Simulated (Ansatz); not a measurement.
# CdAsPd3, from a guessed structure to a relaxed one

This structure for CdAsPd3 is made up. Its elements were placed in a known structure type with a cell scaled to their sizes. What cell does the guess relax to, and how far off was it?

Calculated with Ansatz 0.2.0; DFT, PBE, plane-wave PAW, files of the set soft_1, scalar-relativistic, no spin, cell and ions relaxed at zero pressure; PAW set soft_1, in the first sound run; inputs show where later runs differ.

### 1. Set-up

It takes space group Pm-3m (No. 221, cubic). The conventional cell has a = 4.283 Å, b = 4.283 Å, c = 4.283 Å, α = 90.00°, β = 90.00°, γ = 90.00°. Cd has 12 Pd at 3.03 Å nearest. Nearest to Pd lie 2 As at 2.14 Å and 8 Pd at 3.03 Å and 4 Cd at 3.03 Å. As has 6 Pd at 2.14 Å nearest. Farther neighbours are not listed.

### 2. Relaxation of the guess

The guess takes its coordinates from another compound and its volume from a rule, so the cell and any free coordinates are relaxed together.

input.yaml reads:

```yaml
crystal:
  lattice:
    - [4.283, 0.0, 0.0]
    - [0.0, 4.283, 0.0]
    - [0.0, 0.0, 4.283]
  atoms:
    - { symbol: Cd, position: [0.0, 0.0, 0.0] }
    - { symbol: Pd, position: [0.5, 0.5, 0.0] }
    - { symbol: Pd, position: [0.5, 0.0, 0.5] }
    - { symbol: Pd, position: [0.0, 0.5, 0.5] }
    - { symbol: As, position: [0.5, 0.5, 0.5] }
kpoints:
  mp_grid: { grid: [6, 6, 6] }
scf:
  occupations: { method: fermi_dirac, width: 0.05 }
hamiltonian:
  xc: pbe
  pseudopotentials: { kind: paw, azcp: { folder: soft_1 } }
relax:
  f_tol: 0.015
  max_steps: 70
  cell: {}
output:
  forces: true
  stress: true
```

The run is started by

```
$ ansatz run input.yaml --threads 4 --pin off --max-ram 8192MiB --backend cpu --events-out ev --progress --plain --runs-dir out
```

Numbers of over 12 decimals in the logs are rounded to 6 here.

Output:

```text
Engine: ansatz 0.2.0, aarch64-unknown-linux-gnu
Pseudopotentials: kind: paw
Pseudopotential: Cd, paw, valence charge 20, recommended cutoff 420 eV (normal), soft_1/Cd.paw.azcp
Pseudopotential: Pd, paw, valence charge 18, recommended cutoff 420 eV (normal), soft_1/Pd.paw.azcp
Pseudopotential: As, paw, valence charge 15, recommended cutoff 420 eV (normal), soft_1/As.paw.azcp
Functional definition: PBE
  parameter kappa = 0.804
  parameter beta = 0.066725
  exchange = pbe_x(kappa = kappa, mu = beta*pi^2/3)
  correlation = pbe_c(beta = beta)
Crystal: 5 atoms, lattice volume = 78.568 Å³
Basis set: ecut = 420 eV, 1551 PW (Γ), exchange–correlation on 60×60×60 points (8 copies of the dense FFT grid, shifted against one another)
Bands: 54, of which v1, the nominal top of the filled ones, is band 45 counted from 1 (44 counted from 0)
Symmetry: 48 space group operations
Space group: Pm-3m (ITA 221), of the structure as read, at distance tolerance 4.3e-5 Å
k-points: 20 of 216
Non-local potential: Cd, projectors of the file, l = 0: 3, l = 1: 2, l = 2: 2, l = 3: 1
Non-local potential: Pd, projectors of the file, l = 0: 2, l = 1: 2, l = 2: 2, l = 3: 1
Non-local potential: As, projectors of the file, l = 0: 2, l = 1: 2, l = 2: 3, l = 3: 1
PAW form: soft (Blöchl's): semilocal exchange-correlation on the pseudo side does not see the compensation charge
PAW one-centre angular grid: Cd, 590 points (default); XC on 64 Gauss nodes
PAW one-centre angular grid: Pd, 590 points (default); XC on 64 Gauss nodes
PAW one-centre angular grid: As, 590 points (default); XC on 64 Gauss nodes
Initial density: superposition of atomic densities (chi_scale 0.1, normalization cell, long waves kept (reshape's long-wave potential 0.00 eV rms))
Initial wavefunctions: pseudopotential atomic-orbital guess
Functional: x = pbe(κ = 0.804, μ = 0.219515), c = pbe(β = 0.066725)
SCF iter   1: F=—  HF=-34034.197294 eV  |F-HF|=—  |Δ(HF+E_count)|=         —  Δρ=1.70e-1  dr2=3.01e1  ethr=3.10e-3  ⟨swp⟩=6.0  Hψ=3806  notcnv=0  defer=2
preconditioner: auto → Kerker (q_TF=auto, 2.786 Å⁻¹)  [metal: Δε(μ)=0.034 eV  Ē_g=11.098 eV  σ=0.050 eV  W_gap=0.17  n_scr=26 (ndim 8)  ℏωp=28.7 eV  f_vac=0.001  D(μ)=3.53/eV (n_scr^D=26)]
SCF iter   2: F=—  HF=-34028.862076 eV  |F-HF|=—  |Δ(HF+E_count)|=    5.34e0  Δρ=7.67e-2  dr2=6.95e0  ethr=3.10e-3  ⟨swp⟩=3.0  Hψ=2245  notcnv=0  defer=52
SCF iter   3: F=—  HF=-34027.295947 eV  |F-HF|=—  |Δ(HF+E_count)|=    1.57e0  Δρ=1.72e-2  dr2=3.71e-1  ethr=3.10e-3  ⟨swp⟩=2.5  Hψ=1709  notcnv=0  defer=57
SCF iter   4: F=—  HF=-34027.219772 eV  |F-HF|=—  |Δ(HF+E_count)|=   7.62e-2  Δρ=5.05e-3  dr2=3.08e-2  ethr=4.17e-4  ⟨swp⟩=2.4  Hψ=1928  notcnv=0  defer=54
SCF iter   5: F=—  HF=-34027.210391 eV  |F-HF|=—  |Δ(HF+E_count)|=   9.38e-3  Δρ=2.18e-3  dr2=5.81e-3  ethr=3.46e-5  ⟨swp⟩=2.0  Hψ=1748  notcnv=0  defer=54
SCF iter   6: F=—  HF=-34027.208573 eV  |F-HF|=—  |Δ(HF+E_count)|=   1.82e-3  Δρ=8.30e-4  dr2=1.15e-3  ethr=6.53e-6  ⟨swp⟩=2.0  Hψ=1697  notcnv=0  defer=54
SCF iter   7: F=—  HF=-34027.208331 eV  |F-HF|=—  |Δ(HF+E_count)|=   2.42e-4  Δρ=3.58e-4  dr2=1.31e-4  ethr=1.29e-6  ⟨swp⟩=2.0  Hψ=1447  notcnv=0  defer=54
SCF iter   8: F=—  HF=-34027.208311 eV  |F-HF|=—  |Δ(HF+E_count)|=   2.00e-5  Δρ=7.61e-5  dr2=4.07e-6  ethr=1.48e-7  ⟨swp⟩=2.0  Hψ=1782  notcnv=0  defer=54
SCF iter   9: F=—  HF=-34027.208465 eV  |F-HF|=—  |Δ(HF+E_count)|=   1.54e-4  Δρ=1.22e-5  dr2=5.51e-8  ethr=1.12e-10  ⟨swp⟩=3.2  Hψ=4567  notcnv=0
SCF iter  10: F=-34027.208465 eV  HF=-34027.208465 eV  |F-HF|=7.79e-10  |Δ(HF+E_count)|=   7.07e-8  Δρ=2.85e-6  dr2=5.90e-9  ethr=6.19e-11  ⟨swp⟩=2.0  Hψ=3440  notcnv=0
SCF 1 converged in 10 iterations: F = -34027.208465 eV  dr2 = 5.90e-9
  greatest PAW one-centre occupation: 1.000 electrons in one spin orbital (limit 2), on the Cd atom at site 0 (counted from 0), in its partial waves of l = 0
relax step   1: F+E_penalty+E_count = -34027.20846468 eV  Δ(F+E_penalty+E_count) = +0.000e0 eV  max|allowed force component| = 3.387e-28 eV/Å  Δτ_max = 0.0000 Å  P = +44.665 GPa  Ω = 78.568 Å³  (10 SCF iters, dr2 threshold 1.00e-7 eV, accepted)
Crystal: 5 atoms, lattice volume = 90.628 Å³
Basis set: ecut = 420 eV, 1791 PW (Γ), exchange–correlation on 60×60×60 points (8 copies of the dense FFT grid, shifted against one another)
Initial density: handed on by an earlier stage of this run
Initial wavefunctions: those handed on with the density
iter 1 solved again at ethr=4.88e-4 eV; its pass at ethr=3.10e-3 eV (dr2=4.35e-1 eV) is discarded
SCF iter   1: F=—  HF=-34029.350278 eV  |F-HF|=—  |Δ(HF+E_count)|=         —  Δρ=1.68e-2  dr2=4.38e-1  ethr=4.88e-4  ⟨swp⟩=2.2  Hψ=6154  notcnv=0
preconditioner: auto → Resta (q_TF=auto, 2.720 Å⁻¹)  ε∞=8.0  [insulator: Δε(μ)=0.222 eV  Ē_g=10.137 eV  σ=0.050 eV  W_gap=0.80  n_scr=26 (ndim 8)  ℏωp=26.7 eV  f_vac=0.000  D(μ)=1.05/eV (n_scr^D=6)  ε∞_Penn≈8.0]
SCF iter   2: F=—  HF=-34029.267967 eV  |F-HF|=—  |Δ(HF+E_count)|=   8.23e-2  Δρ=8.74e-3  dr2=1.15e-1  ethr=4.88e-4  ⟨swp⟩=2.0  Hψ=1580  notcnv=0
SCF iter   3: F=—  HF=-34029.243565 eV  |F-HF|=—  |Δ(HF+E_count)|=   2.44e-2  Δρ=2.21e-3  dr2=4.47e-3  ethr=1.29e-4  ⟨swp⟩=2.7  Hψ=2115  notcnv=0  defer=60
SCF iter   4: F=—  HF=-34029.241562 eV  |F-HF|=—  |Δ(HF+E_count)|=   2.00e-3  Δρ=7.34e-4  dr2=5.98e-4  ethr=5.02e-6  ⟨swp⟩=2.0  Hψ=1725  notcnv=0  defer=60
SCF iter   5: F=—  HF=-34029.241456 eV  |F-HF|=—  |Δ(HF+E_count)|=   1.06e-4  Δρ=2.22e-4  dr2=3.88e-5  ethr=6.72e-7  ⟨swp⟩=2.1  Hψ=1511  notcnv=0  defer=60
SCF iter   6: F=—  HF=-34029.241223 eV  |F-HF|=—  |Δ(HF+E_count)|=   2.33e-4  Δρ=7.67e-5  dr2=5.59e-6  ethr=4.35e-8  ⟨swp⟩=2.0  Hψ=1786  notcnv=0  defer=60
SCF iter   7: F=-34029.241222 eV  HF=-34029.241222 eV  |F-HF|=1.91e-7  |Δ(HF+E_count)|=   5.13e-7  Δρ=2.13e-5  dr2=3.65e-7  ethr=5.62e-10  ⟨swp⟩=3.7  Hψ=4915  notcnv=0
SCF 2 converged in 7 iterations: F = -34029.241222 eV  dr2 = 3.65e-7
relax step   2: F+E_penalty+E_count = -34029.24122200 eV  Δ(F+E_penalty+E_count) = -2.033e0 eV  max|allowed force component| = 2.140e-29 eV/Å  Δτ_max = 0.0000 Å  P = +13.314 GPa  Ω = 90.628 Å³  energy of the carried Pulay correction = -5.179e-3 eV  (7 SCF iters, dr2 threshold 5.00e-7 eV, accepted)
Crystal: 5 atoms, lattice volume = 96.933 Å³
Basis set: ecut = 420 eV, 1863 PW (Γ), exchange–correlation on 60×60×60 points (8 copies of the dense FFT grid, shifted against one another)
iter 1 solved again at ethr=1.32e-4 eV; its pass at ethr=3.10e-3 eV (dr2=1.18e-1 eV) is discarded
SCF iter   1: F=—  HF=-34029.596901 eV  |F-HF|=—  |Δ(HF+E_count)|=         —  Δρ=8.46e-3  dr2=1.20e-1  ethr=1.32e-4  ⟨swp⟩=2.5  Hψ=5794  notcnv=0
preconditioner: auto → Resta (q_TF=auto, 2.690 Å⁻¹)  ε∞=8.2  [insulator: Δε(μ)=0.191 eV  Ē_g=9.649 eV  σ=0.050 eV  W_gap=0.74  n_scr=26 (ndim 8)  ℏωp=25.9 eV  f_vac=0.000  D(μ)=1.37/eV (n_scr^D=6)  ε∞_Penn≈8.2]
SCF iter   2: F=—  HF=-34029.574597 eV  |F-HF|=—  |Δ(HF+E_count)|=   2.23e-2  Δρ=4.51e-3  dr2=3.51e-2  ethr=1.32e-4  ⟨swp⟩=2.0  Hψ=1251  notcnv=0
SCF iter   3: F=—  HF=-34029.569244 eV  |F-HF|=—  |Δ(HF+E_count)|=   5.35e-3  Δρ=1.73e-3  dr2=1.83e-3  ethr=3.95e-5  ⟨swp⟩=2.0  Hψ=1626  notcnv=0  defer=2
SCF iter   4: F=—  HF=-34029.568952 eV  |F-HF|=—  |Δ(HF+E_count)|=   2.92e-4  Δρ=4.31e-4  dr2=3.14e-4  ethr=2.05e-6  ⟨swp⟩=2.0  Hψ=1873  notcnv=0  defer=3
SCF iter   5: F=—  HF=-34029.568344 eV  |F-HF|=—  |Δ(HF+E_count)|=   6.08e-4  Δρ=3.40e-4  dr2=1.80e-4  ethr=3.53e-7  ⟨swp⟩=2.0  Hψ=1171  notcnv=0  defer=3
SCF iter   6: F=—  HF=-34029.568303 eV  |F-HF|=—  |Δ(HF+E_count)|=   4.12e-5  Δρ=4.05e-5  dr2=2.03e-6  ethr=2.02e-7  ⟨swp⟩=2.0  Hψ=1630  notcnv=0  defer=3
SCF iter   7: F=-34029.568302 eV  HF=-34029.568302 eV  |F-HF|=1.80e-7  |Δ(HF+E_count)|=   6.55e-7  Δρ=1.23e-5  dr2=2.34e-7  ethr=5.62e-10  ⟨swp⟩=5.0  Hψ=4551  notcnv=0
SCF 3 converged in 7 iterations: F = -34029.568302 eV  dr2 = 2.34e-7
relax step   3: F+E_penalty+E_count = -34029.56830214 eV  Δ(F+E_penalty+E_count) = -3.271e-1 eV  max|allowed force component| = 1.241e-29 eV/Å  Δτ_max = 0.0000 Å  P = +3.988 GPa  Ω = 96.933 Å³  energy of the carried Pulay correction = -7.606e-3 eV  (7 SCF iters, dr2 threshold 5.00e-7 eV, accepted)
[...]
relax step   4: F+E_penalty+E_count = -34029.60725277 eV  Δ(F+E_penalty+E_count) = -3.895e-2 eV  max|allowed force component| = 2.654e-29 eV/Å  Δτ_max = 0.0000 Å  P = -0.853 GPa  Ω = 101.335 Å³  energy of the carried Pulay correction = -9.201e-3 eV  (7 SCF iters, dr2 threshold 5.00e-7 eV, accepted)
[...]
relax step   5: F+E_penalty+E_count = -34029.60984140 eV  Δ(F+E_penalty+E_count) = -2.589e-3 eV  max|allowed force component| = 1.454e-29 eV/Å  Δτ_max = 0.0000 Å  P = +0.016 GPa  Ω = 100.469 Å³  energy of the carried Pulay correction = -8.893e-3 eV  (6 SCF iters, dr2 threshold 5.00e-7 eV, accepted)
[...]
relax step   6: F+E_penalty+E_count = -34029.62739407 eV  Δ(F+E_penalty+E_count) = -1.755e-2 eV  max|allowed force component| = 3.117e-29 eV/Å  Δτ_max = 0.0000 Å  P = +0.392 GPa  Ω = 100.469 Å³  stress off target by 3.92e-1 GPa  SCF on the basis re-selected at this cell (its energy is not comparable with the rows above)  (7 SCF iters)
[...]
relax step   7: F+E_penalty+E_count = -34029.62777696 eV  Δ(F+E_penalty+E_count) = -3.829e-4 eV  max|allowed force component| = 2.468e-29 eV/Å  Δτ_max = 0.0000 Å  P = +0.026 GPa  Ω = 100.858 Å³  energy of the carried Pulay correction = -1.236e-4 eV  (6 SCF iters, dr2 threshold 3.85e-7 eV, accepted)
iter 1 solved again at ethr=8.81e-8 eV; its pass at ethr=3.10e-3 eV (dr2=7.84e-5 eV) is discarded
SCF iter   1: F=—  HF=-34029.627823 eV  |F-HF|=—  |Δ(HF+E_count)|=         —  Δρ=6.31e-5  dr2=1.01e-7  ethr=8.81e-8  ⟨swp⟩=3.0  Hψ=6878  notcnv=0
preconditioner: auto → Resta (q_TF=auto, 2.672 Å⁻¹)  ε∞=8.3  [insulator: Δε(μ)=0.154 eV  Ē_g=9.363 eV  σ=0.050 eV  W_gap=0.64  n_scr=26 (ndim 8)  ℏωp=25.3 eV  f_vac=0.000  D(μ)=1.74/eV (n_scr^D=6)  ε∞_Penn≈8.3]
SCF iter   2: F=—  HF=-34029.627911 eV  |F-HF|=—  |Δ(HF+E_count)|=   8.85e-5  Δρ=3.20e-5  dr2=2.76e-8  ethr=1.14e-10  ⟨swp⟩=2.2  Hψ=1978  notcnv=0
SCF iter   3: F=—  HF=-34029.627919 eV  |F-HF|=—  |Δ(HF+E_count)|=   7.34e-6  Δρ=1.95e-6  dr2=7.99e-10  ethr=3.10e-11  ⟨swp⟩=2.8  Hψ=1531  notcnv=0
SCF iter   4: F=—  HF=-34029.627919 eV  |F-HF|=—  |Δ(HF+E_count)|=   2.07e-8  Δρ=3.50e-7  dr2=1.04e-10  ethr=1.00e-12  ⟨swp⟩=2.0  Hψ=1811  notcnv=0
iter 5 did not close the SCF: its close was put off for the readings that it lacked (scf_convergence_deferred on its scf_iter line)
SCF iter   5: F=-34029.627919 eV  HF=-34029.627919 eV  |F-HF|=7.28e-12  |Δ(HF+E_count)|=  6.55e-11  Δρ=1.32e-7  dr2=2.24e-11  ethr=1.00e-12  ⟨swp⟩=1.0  Hψ=1080  notcnv=0
iter 6 did not close the SCF: its close was put off for the readings that it lacked (scf_convergence_deferred on its scf_iter line)
SCF iter   6: F=-34029.627919 eV  HF=-34029.627919 eV  |F-HF|=7.28e-12  |Δ(HF+E_count)|=  7.28e-12  Δρ=5.59e-8  dr2=4.75e-12  ethr=1.00e-12  ⟨swp⟩=1.0  Hψ=1080  notcnv=0
iter 7 did not close the SCF: its close was put off for the readings that it lacked (scf_convergence_deferred on its scf_iter line)
SCF iter   7: F=-34029.627919 eV  HF=-34029.627919 eV  |F-HF|=0.00e0  |Δ(HF+E_count)|=  7.28e-12  Δρ=2.55e-8  dr2=4.32e-13  ethr=1.00e-12  ⟨swp⟩=1.0  Hψ=1080  notcnv=0
iter 8 did not close the SCF: its close was put off for the readings that it lacked (scf_convergence_deferred on its scf_iter line)
SCF iter   8: F=-34029.627919 eV  HF=-34029.627919 eV  |F-HF|=7.28e-12  |Δ(HF+E_count)|=    0.00e0  Δρ=7.92e-9  dr2=2.44e-14  ethr=1.00e-12  ⟨swp⟩=1.0  Hψ=1080  notcnv=0
SCF iter   9: F=-34029.627919 eV  HF=-34029.627919 eV  |F-HF|=7.28e-12  |Δ(HF+E_count)|=    0.00e0  Δρ=1.27e-9  dr2=1.97e-15  ethr=1.00e-12  ⟨swp⟩=1.9  Hψ=2624  notcnv=0
SCF 8 converged in 9 iterations: F = -34029.627919 eV  dr2 = 1.97e-15
relax step   8: F+E_penalty+E_count = -34029.62791867 eV  Δ(F+E_penalty+E_count) = -1.417e-4 eV  max|allowed force component| = 2.094e-29 eV/Å  Δτ_max = 0.0000 Å  P = +0.024 GPa  Ω = 100.858 Å³  stress off target by 2.37e-2 GPa  SCF on the basis re-selected at this cell (its energy is not comparable with the rows above)  (9 SCF iters)
basis re-selected at this cell: Δ(F+E_penalty+E_count) = -1.417e-4 eV, ΔP = -0.003 GPa vs the last step (what re-selecting the basis moved, of the pressure what is left beyond the Pulay correction that the steps carried, after the strain that the cell walked since its last selection, with what the two solves' SCF thresholds leave and, on support functions, any second-order correction that the steps lacked; it is no m [...]
SCF converged after 9 iterations
Free energy (F): -34029.627919 eV
Harris-Foulkes:  -34029.627919 eV  (|F-HF|=7.28e-12)
Internal energy: -34029.612654 eV  (E = F + TS)
E sigma→0 (E₀):  -34029.620286 eV
Entropy (-TS):   -0.015264 eV (-3.053 meV/atom)
Fermi energy:    13.302841 eV
--- Per-component energies (eV) ---
  E_band       = -1380.397730
  E_kinetic    = 1886.314759
  E_local      = -12395.698142  (includes V_loc(G=0)·N_el)
  E_nonlocal   = 844.310316
  E_hartree    = 5517.278282
  E_xc         = -640.369077
  E_vxc        = -792.342299  (∫ρ·V_xc dr)
  E_paw        = -17550.517216  (= ΣΔE_a)
  E_vpaw       = -1957.539910  (= ΣTr[D̂ρ^β])
  E_aug_tail   = 0.000986  (compensation charges beyond the density's cutoff)
  E_ewald      = -11690.932561
  E_smearing   = -0.015264  (= −TS)
  E_closure    = 0.000000  (closes the sum)
  Σ components = -34029.627919   (vs F -34029.627919, Δ=0.00e0)
--- Forces (eV/Å), atoms counted from 1 ---
  atom   1  Cd     0.00000000    -0.00000000    -0.00000000
  atom   2  Pd    -0.00000000    -0.00000000    -0.00000000
  atom   3  Pd    -0.00000000     0.00000000     0.00000000
  atom   4  Pd     0.00000000    -0.00000000     0.00000000
  atom   5  As     0.00000000    -0.00000000     0.00000000
  max |Σ_I F_I| component: 2.15e-29 eV/Å
--- Stress (GPa, compression-positive) ---
        0.023718       0.000000      -0.000000
        0.000000       0.023718       0.000000
       -0.000000       0.000000       0.023718
  P = ⅓ Tr σ = 0.0237 GPa (0.237 kbar)
--- Relaxed structure (6 steps of the walk, 6 accepted, 2 SCFs on fresh bases) ---
  F+E_penalty+E_count = -34029.62791867 eV   max|allowed force component| = 2.094e-29 eV/Å   (the final SCF, on the basis selected at the relaxed cell)
  cell:  # Å, volume = 100.8575 Å³
    - [4.654819, 0, 0]
    - [0, 4.654819, 0]
    - [0, 0, 4.654819]
  atoms:
    - { symbol: Cd, position: [0, 0, 0] }
    - { symbol: Pd, position: [0.5, 0.5, 0] }
    - { symbol: Pd, position: [0.5, 0, 0.5] }
    - { symbol: Pd, position: [0, 0.5, 0.5] }
    - { symbol: As, position: [0.5, 0.5, 0.5] }
```

Run time: 12 s. Hardware: 4 threads of Arm Neoverse V1, shared host; peak memory 0.5 GiB.

The steps of the relaxation:

| step | energy less that of the first step (eV) | largest force component (eV/Å) | pressure (GPa) | volume (Å³) |
| --- | --- | --- | --- | --- |
| 1 | 0.0000 | 0.0000 | 44.66 | 78.57 |
| 2 | -2.0328 | 0.0000 | 13.31 | 90.63 |
| 3 | -2.3598 | 0.0000 | 3.99 | 96.93 |
| 4 | -2.3988 | 0.0000 | -0.85 | 101.34 |
| 5 | -2.4014 | 0.0000 | 0.02 | 100.47 |
| 6* | -2.4189 | 0.0000 | 0.39 | 100.47 |
| 7 | -2.4193 | 0.0000 | 0.03 | 100.86 |
| 8* | -2.4195 | 0.0000 | 0.02 | 100.86 |

Relaxation steps marked * repeat the geometry before them on a plane-wave basis chosen anew for their cell, so energy and pressure can jump there.

The run keeps the 48 symmetry operations that it works with, so distortions that break them were not tested.

| conventional cell, symmetrised | before | after | change |
| --- | --- | --- | --- |
| a (Å) | 4.283 | 4.655 | +8.7 % |
| b (Å) | 4.283 | 4.655 | +8.7 % |
| c (Å) | 4.283 | 4.655 | +8.7 % |
| volume (Å³/atom) | 15.71 | 20.17 | +28.4 % |

Final coordinates:

```xyz
5
Lattice="4.6548 0.0000 0.0000 0.0000 4.6548 0.0000 0.0000 0.0000 4.6548" Properties=species:S:1:pos:R:3 pbc="T T T"
Cd    0.0000    0.0000    0.0000
Pd    2.3274    2.3274    0.0000
Pd    2.3274    0.0000    2.3274
Pd    0.0000    2.3274    2.3274
As    2.3274    2.3274    2.3274
```

This step gave:

- free energy: -34029.6279 eV
- energy at zero smearing: -34029.6203 eV
- smearing term TS: 0.01526 eV
- Fermi energy: 13.30 eV
- electrons: 89
- symmetry operations: 48
- pressure: 0.02372 GPa

The shortest distance of each pair, which need not be the same contact before and after:

| pair | guess (Å) | relaxed (Å) |
| --- | --- | --- |
| As–Pd | 2.142 | 2.327 |
| Cd–Pd | 3.029 | 3.291 |
| Pd–Pd | 3.029 | 3.291 |
| As–Cd | 3.709 | 4.031 |
| Cd–Cd | 4.283 | 4.655 |

The relaxation ends with a pressure of 0.02 GPa.

[end of part 1 of 2]

[Logs are printed without paths, hosts, clocks, repeated set-up lines and the standing remarks that a program may print on its own settings, such as how far it seeks lower states.]

[Hosts, paths, dates, database ids (printed as entryN), source tags and the programs' standing remarks are cut or masked in the printed files.]
